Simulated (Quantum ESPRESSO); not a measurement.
# BaZrO3 (Pm-3m): Raman and infrared activity

Wanted: vibrational spectra of BaZrO3 (Pm-3m) from linear and non-linear response.

Method: DFT LDA, scalar-relativistic, plane waves, PseudoDojo norm-conserving pseudopotentials, in Quantum ESPRESSO 8.0 development, patched.

The experiments to compare with:

For BaZrO3, cubic perovskite (solid-state synthesised powder, 300 K), “EXAFS study of lead-free relaxor ferroelectric BaTi(1-x)Zr(x)O3 at the Zr K-edge” (2006, arxiv:cond-mat/0602127) gives, by X-ray diffraction: lattice constant a (cubic cell parameter) 4.192 ± 0.001 Å.

For BaZrO3, cubic perovskite (ceramic, earlier study, 300 K), “Broadband dielectric spectroscopy of Ba(Zr,Ti)O3: dynamics of relaxors and diffuse ferroelectrics” (2013, arxiv:1312.3131) quotes earlier work: static dielectric constant (static permittivity) about 36 [polycrystalline ceramic; value quoted from the authors' earlier paper].

## 1. The structure

Symmetry: Pm-3m, No. 221, cubic system. The conventional cell has a = 4.191 Å, b = 4.191 Å, c = 4.191 Å, α = 90.00°, β = 90.00°, γ = 90.00°. Nearest to Ba lie 12 O at 2.96 Å. Nearest to Zr lie 6 O at 2.10 Å. Nearest to O lie 2 Zr at 2.10 Å and 4 Ba at 2.96 Å. Farther neighbours and most contacts between anions are not listed.

Structure file:

```cif
data_structure
_symmetry_space_group_name_H-M 'P 1'
_symmetry_Int_Tables_number 1
_cell_length_a 4.1913
_cell_length_b 4.1913
_cell_length_c 4.1913
_cell_angle_alpha 90.000
_cell_angle_beta 90.000
_cell_angle_gamma 90.000
_cell_volume 73.63
loop_
_atom_site_label
_atom_site_type_symbol
_atom_site_fract_x
_atom_site_fract_y
_atom_site_fract_z
_atom_site_occupancy
Ba1 Ba 0.00000 0.00000 0.00000 1
Zr2 Zr 0.50000 0.50000 0.50000 1
O3 O 0.00000 0.50000 0.50000 1
O4 O 0.50000 0.00000 0.50000 1
O5 O 0.50000 0.50000 0.00000 1
```

## 2. A first look

A cheap run with smearing and empty bands tells whether the crystal has a gap, which decides between fixed occupations and smearing later on.

probe.in reads:

```
&control
   calculation = 'scf'
   prefix = 'x'
   outdir = './tmp'
   pseudo_dir = './pseudo'
   tprnfor = .true.
   tstress = .true.
   verbosity = 'high'
/
&system
   ibrav = 0
   nat = 5
   ntyp = 3
   ecutwfc = 84.0
   occupations = 'smearing'
   smearing = 'gaussian'
   degauss = 0.01
/
&electrons
   conv_thr = 1.0d-07
   mixing_beta = 0.7
   electron_maxstep = 100
/
ATOMIC_SPECIES
 Ba    137.3270  Ba.upf
 Zr     91.2240  Zr.upf
 O      15.9990  O.upf
CELL_PARAMETERS angstrom
     4.191340000    0.000000000    0.000000000
     0.000000000    4.191340000    0.000000000
     0.000000000    0.000000000    4.191340000
ATOMIC_POSITIONS crystal
 Ba     0.000000000   0.000000000   0.000000000
 Zr     0.500000000   0.500000000   0.500000000
 O      0.000000000   0.500000000   0.500000000
 O      0.500000000   0.000000000   0.500000000
 O      0.500000000   0.500000000   0.000000000
K_POINTS automatic
 4 4 4 0 0 0
```

Started as:

```
$ OMP_NUM_THREADS=1 mpirun -n 4 pw.x -nk 4 -in probe.in > probe.out
```

The program printed:

```text
[banners, grids, parts of the stress and lines that vanish by symmetry left out]
Program PWSCF v.8.0dev
     Message from routine setup:
     using ibrav=0 with symmetry is DISCOURAGED, use correct ibrav instead
[...]
kinetic-energy cutoff     =      84.0000  Ry
     charge density cutoff     =     336.0000  Ry
     scf convergence threshold =      1.0E-07
[...]
Exchange-correlation= SLA-PW-NOGX-NOGC
                           (   1   4   0   0   0   0   0)
[...]
48 Sym. Ops., with inversion, found
[...]
(     0          1          0      )
                  (     0          0          1      )
[...]
(  0.0000000  1.0000000  0.0000000 )
                  (  0.0000000  0.0000000  1.0000000 )
[...]
(     0         -1          0      )
                  (     0          0          1      )
[...]
( -1.0000000  0.0000000  0.0000000 )
                  (  0.0000000  1.0000000  0.0000000 )
[...]
number of k points=    10  Gaussian smearing, width (Ry)=  0.0100
[...]
End of self-consistent calculation
[...]
the Fermi energy is    11.0385 ev
!    total energy              =    -257.52446475 Ry
[...]
convergence has been achieved in  10 iterations
[...]
atom    1 type  1   force =     0.00000000    0.00000000    0.00000000
     atom    2 type  2   force =     0.00000000    0.00000000    0.00000000
     atom    3 type  3   force =     0.00000000    0.00000000    0.00000000
     atom    4 type  3   force =     0.00000000    0.00000000    0.00000000
     atom    5 type  3   force =     0.00000000    0.00000000    0.00000000
[...]
Total force =     0.000000     Total SCF correction =     0.000000
[...]
total   stress  (Ry/bohr**3)                   (kbar)     P=      -49.18
[...]
XML data file, charge density, pseudopotentials, collected wavefunctions

   JOB DONE.
```

Run time: 12 s. Hardware: 4 MPI ranks of Intel Xeon at 2.70GHz, shared host; 46 s of CPU time.

Numbers from this step:

```yaml
volume_per_atom: 14.73 Å³
pressure: -4.918 GPa
gap_on_the_k_mesh: 3.104 eV
```

A gap of 3.1 eV opens on this mesh, so the crystal is taken as an insulator; the start stands at -4.9 GPa.

## 3. Relaxation

The relaxation runs at a cutoff a fifth above that of the response, since stress converges more slowly with the basis than frequencies do. Forces and stress are brought to rest with tight thresholds.

relax.in reads:

```
&control
   calculation = 'vc-relax'
   prefix = 'x'
   outdir = './tmp'
   pseudo_dir = './pseudo'
   tprnfor = .true.
   tstress = .true.
   forc_conv_thr = 2.0d-05
   etot_conv_thr = 1.0d-07
   nstep = 40
/
&system
   ibrav = 0
   nat = 5
   ntyp = 3
   ecutwfc = 101
   occupations = 'fixed'
   nbnd = 22
/
&electrons
   conv_thr = 1.0d-11
   mixing_beta = 0.7
   electron_maxstep = 100
/
&ions
/
&cell
   press_conv_thr = 0.2
/
ATOMIC_SPECIES
 Ba    137.3270  Ba.upf
 Zr     91.2240  Zr.upf
 O      15.9990  O.upf
CELL_PARAMETERS angstrom
     4.191340000    0.000000000    0.000000000
     0.000000000    4.191340000    0.000000000
     0.000000000    0.000000000    4.191340000
ATOMIC_POSITIONS crystal
 Ba     0.000000000   0.000000000   0.000000000
 Zr     0.500000000   0.500000000   0.500000000
 O      0.000000000   0.500000000   0.500000000
 O      0.500000000   0.000000000   0.500000000
 O      0.500000000   0.500000000   0.000000000
K_POINTS automatic
 6 6 6 0 0 0
```

Started as:

```
$ OMP_NUM_THREADS=1 mpirun -n 4 pw.x -nk 4 -in relax.in > relax.out
```

The program printed:

```text
[banners, grids, parts of the stress and lines that vanish by symmetry left out]
[banner, memory and clock lines left out]
Program PWSCF v.8.0dev

[...]
kinetic-energy cutoff     =     101.0000  Ry
     charge density cutoff     =     404.0000  Ry
     scf convergence threshold =      1.0E-11
[...]
energy convergence thresh.=      1.0E-07
     force convergence thresh. =      2.0E-05
     press convergence thresh. =      2.0E-01
     Exchange-correlation= SLA-PW-NOGX-NOGC
                           (   1   4   0   0   0   0   0)
[...]
48 Sym. Ops., with inversion, found
[...]
number of k points=    20
[...]
End of self-consistent calculation
[...]
highest occupied, lowest unoccupied level (ev):     9.5476   12.6578
!    total energy              =    -257.52526315 Ry
[...]
convergence has been achieved in  14 iterations
[...]
atom    1 type  1   force =     0.00000000    0.00000000    0.00000000
     atom    2 type  2   force =     0.00000000    0.00000000    0.00000000
     atom    3 type  3   force =     0.00000000    0.00000000    0.00000000
     atom    4 type  3   force =     0.00000000    0.00000000    0.00000000
     atom    5 type  3   force =     0.00000000    0.00000000    0.00000000
     Total force =     0.000000     Total SCF correction =     0.000000
[...]
total   stress  (Ry/bohr**3)                   (kbar)     P=      -49.11
[...]
number of bfgs steps    =   0
[...]
CELL_PARAMETERS (angstrom)
[...]
ATOMIC_POSITIONS (crystal)
Ba               0.0000000000        0.0000000000        0.0000000000
Zr               0.5000000000        0.5000000000        0.5000000000
O                0.0000000000        0.5000000000        0.5000000000
O                0.5000000000        0.0000000000        0.5000000000
[...]
New effective cutoffs (rho, wfc):  410.20  102.69
[...]
End of self-consistent calculation
[...]
highest occupied, lowest unoccupied level (ev):     9.8860   13.0489
!    total energy              =    -257.52771401 Ry
[...]
convergence has been achieved in   9 iterations
[...]
atom    1 type  1   force =     0.00000000    0.00000000    0.00000000
     atom    2 type  2   force =     0.00000000    0.00000000    0.00000000
     atom    3 type  3   force =     0.00000000    0.00000000    0.00000000
     atom    4 type  3   force =     0.00000000    0.00000000    0.00000000
     atom    5 type  3   force =     0.00000000    0.00000000    0.00000000
     Total force =     0.000000     Total SCF correction =     0.000000
[...]
total   stress  (Ry/bohr**3)                   (kbar)     P=       -8.39
[...]
number of bfgs steps    =   1
[...]
CELL_PARAMETERS (angstrom)
[...]
ATOMIC_POSITIONS (crystal)
[...]
New effective cutoffs (rho, wfc):  411.60  103.04
[...]
End of self-consistent calculation
[...]
highest occupied, lowest unoccupied level (ev):     9.9557   13.1291
!    total energy              =    -257.52778100 Ry
[...]
convergence has been achieved in  10 iterations
[...]
atom    1 type  1   force =     0.00000000    0.00000000    0.00000000
     atom    2 type  2   force =     0.00000000    0.00000000    0.00000000
     atom    3 type  3   force =     0.00000000    0.00000000    0.00000000
     atom    4 type  3   force =     0.00000000    0.00000000    0.00000000
[...]
Total force =     0.000000     Total SCF correction =     0.000000
[...]
total   stress  (Ry/bohr**3)                   (kbar)     P=        0.45
[...]
number of bfgs steps    =   2
[...]
CELL_PARAMETERS (angstrom)
[...]
ATOMIC_POSITIONS (crystal)
[...]
New effective cutoffs (rho, wfc):  411.53  103.02
[...]
End of self-consistent calculation
[...]
highest occupied, lowest unoccupied level (ev):     9.9521   13.1250
!    total energy              =    -257.52778118 Ry
[...]
convergence has been achieved in   6 iterations
[...]
Total force =     0.000000     Total SCF correction =     0.000000
[...]
total   stress  (Ry/bohr**3)                   (kbar)     P=       -0.00
[...]
number of bfgs steps    =   3
[...]
small trust_radius: resetting bfgs history
[...]
CELL_PARAMETERS (angstrom)
[...]
ATOMIC_POSITIONS (crystal)
[...]
New effective cutoffs (rho, wfc):  411.53  103.02
[...]
End of self-consistent calculation
[...]
highest occupied, lowest unoccupied level (ev):     9.9522   13.1250
!    total energy              =    -257.52778118 Ry
[...]
convergence has been achieved in   3 iterations
[...]
atom    3 type  3   force =     0.00000000    0.00000000    0.00000000
     atom    4 type  3   force =     0.00000000    0.00000000    0.00000000
     atom    5 type  3   force =     0.00000000    0.00000000    0.00000000
     Total force =     0.000000     Total SCF correction =     0.000000
[...]
total   stress  (Ry/bohr**3)                   (kbar)     P=       -0.00
[...]
bfgs converged in   5 scf cycles and   4 bfgs steps
[...]
End of BFGS Geometry Optimization
     Final enthalpy           =    -257.5277811845 Ry
     File ./tmp/x.bfgs deleted, as requested
[...]
CELL_PARAMETERS (angstrom)
[...]
ATOMIC_POSITIONS (crystal)
[...]
O                0.5000000000        0.0000000000        0.5000000000
O                0.5000000000        0.5000000000        0.0000000000
[...]
Final scf calculation at the relaxed structure.
[...]
kinetic-energy cutoff     =     101.0000  Ry
     charge density cutoff     =     404.0000  Ry
     scf convergence threshold =      1.0E-13
[...]
press convergence thresh. =      2.0E-01
     Exchange-correlation= SLA-PW-NOGX-NOGC
                           (   1   4   0   0   0   0   0)
[...]
48 Sym. Ops., with inversion, found
[...]
number of k points=    20
[...]
End of self-consistent calculation
[...]
highest occupied, lowest unoccupied level (ev):     9.9522   13.1250
!    total energy              =    -257.52777711 Ry
[...]
convergence has been achieved in  20 iterations
[...]
atom    1 type  1   force =     0.00000000    0.00000000    0.00000000
     atom    2 type  2   force =     0.00000000    0.00000000    0.00000000
     atom    3 type  3   force =     0.00000000    0.00000000    0.00000000
     atom    4 type  3   force =     0.00000000    0.00000000    0.00000000
     atom    5 type  3   force =     0.00000000    0.00000000    0.00000000
     Total force =     0.000000     Total SCF correction =     0.000000
[...]
total   stress  (Ry/bohr**3)                   (kbar)     P=        0.00
[...]
XML data file, charge density, pseudopotentials, collected wavefunctions
```

It took 1.9 min on 4 MPI ranks.

The steps of the relaxation:

| step | energy less that of the first step (eV) | largest force (eV/Å) | pressure (GPa) | volume (Å³) |
| --- | --- | --- | --- | --- |
| 1 | 0.0000 | 0.0000 | -4.91 | 73.63 |
| 2 | -0.0333 | 0.0000 | -0.84 | 71.80 |
| 3 | -0.0343 | 0.0000 | 0.04 | 71.44 |
| 4 | -0.0343 | 0.0000 | 0.00 | 71.46 |
| 5 | -0.0343 | 0.0000 | 0.00 | 71.46 |
| 6 | -0.0342 | 0.0000 | 0.00 | 71.46 |

| conventional cell, symmetrised | before | after | change |
| --- | --- | --- | --- |
| a (Å) | 4.191 | 4.150 | -1.0 % |
| b (Å) | 4.191 | 4.150 | -1.0 % |
| c (Å) | 4.191 | 4.150 | -1.0 % |
| volume (Å³/atom) | 14.73 | 14.29 | -3.0 % |

The last row of the table of steps is pw.x's closing run on a basis chosen anew for the final cell, so its energy can jump.

Read from the output:

```
volume per atom   : 14.29 Å³
pressure          : 0 GPa
gap on the k-mesh : 3.173 eV
```

The volume changes by -3.0 % from the cell with which this run began.

## 4. Ground state

The response is built on this ground state, so it is converged far tighter than an energy would need. With a gap, occupations are fixed, which also allows the response to an electric field.

scf.in reads:

```
&control
   calculation = 'scf'
   prefix = 'x'
   outdir = './tmp'
   pseudo_dir = './pseudo'
   tprnfor = .true.
   tstress = .true.
/
&system
   ibrav = 0
   nat = 5
   ntyp = 3
   ecutwfc = 84.0
   occupations = 'fixed'
   nbnd = 22
/
&electrons
   conv_thr = 1.0d-12
   mixing_beta = 0.7
   electron_maxstep = 100
/
ATOMIC_SPECIES
 Ba    137.3270  Ba.upf
 Zr     91.2240  Zr.upf
 O      15.9990  O.upf
CELL_PARAMETERS angstrom
     4.149645166    0.000000000    0.000000000
     0.000000000    4.149645166    0.000000000
     0.000000000    0.000000000    4.149645166
ATOMIC_POSITIONS crystal
 Ba     0.000000000   0.000000000   0.000000000
 Zr     0.500000000   0.500000000   0.500000000
 O      0.000000000   0.500000000   0.500000000
 O      0.500000000   0.000000000   0.500000000
 O      0.500000000   0.500000000   0.000000000
K_POINTS automatic
 6 6 6 0 0 0
```

Started as:

```
$ OMP_NUM_THREADS=1 mpirun -n 4 pw.x -nk 4 -in scf.in > scf.out
```

The program printed:

```text
[banners, grids, parts of the stress and lines that vanish by symmetry left out]
[banner, memory and clock lines left out]
Program PWSCF v.8.0dev

[...]
kinetic-energy cutoff     =      84.0000  Ry
     charge density cutoff     =     336.0000  Ry
     scf convergence threshold =      1.0E-12
[...]
Exchange-correlation= SLA-PW-NOGX-NOGC
                           (   1   4   0   0   0   0   0)
[...]
48 Sym. Ops., with inversion, found
[...]
number of k points=    20
[...]
End of self-consistent calculation
[...]
highest occupied, lowest unoccupied level (ev):     9.9521   13.1251
!    total energy              =    -257.52771792 Ry
[...]
convergence has been achieved in  16 iterations
[...]
atom    1 type  1   force =     0.00000000    0.00000000    0.00000000
     atom    2 type  2   force =     0.00000000    0.00000000    0.00000000
     atom    3 type  3   force =     0.00000000    0.00000000    0.00000000
     atom    4 type  3   force =     0.00000000    0.00000000    0.00000000
     atom    5 type  3   force =     0.00000000    0.00000000    0.00000000
     Total force =     0.000000     Total SCF correction =     0.000000
[...]
total   stress  (Ry/bohr**3)                   (kbar)     P=       -0.29
[...]
XML data file, charge density, pseudopotentials, collected wavefunctions
```

The job ended after 17 s (4 MPI ranks).

Numbers from this step:

| Quantity | Value |
| --- | --- |
| pressure | -0.02900 GPa |

The cell stands at -0.029 GPa, close enough for phonons.

(Continued in part 2 of 3.)

[Host names and launcher messages were left out of these logs when they were recorded.]

[Logs are printed without paths, hosts, clocks, repeated set-up lines and the standing remarks that a program may print on its own settings, such as how far it seeks lower states.]

[Hosts, paths, dates, database ids (printed as entryN), source tags and the programs' standing remarks are cut or masked in the printed files.]
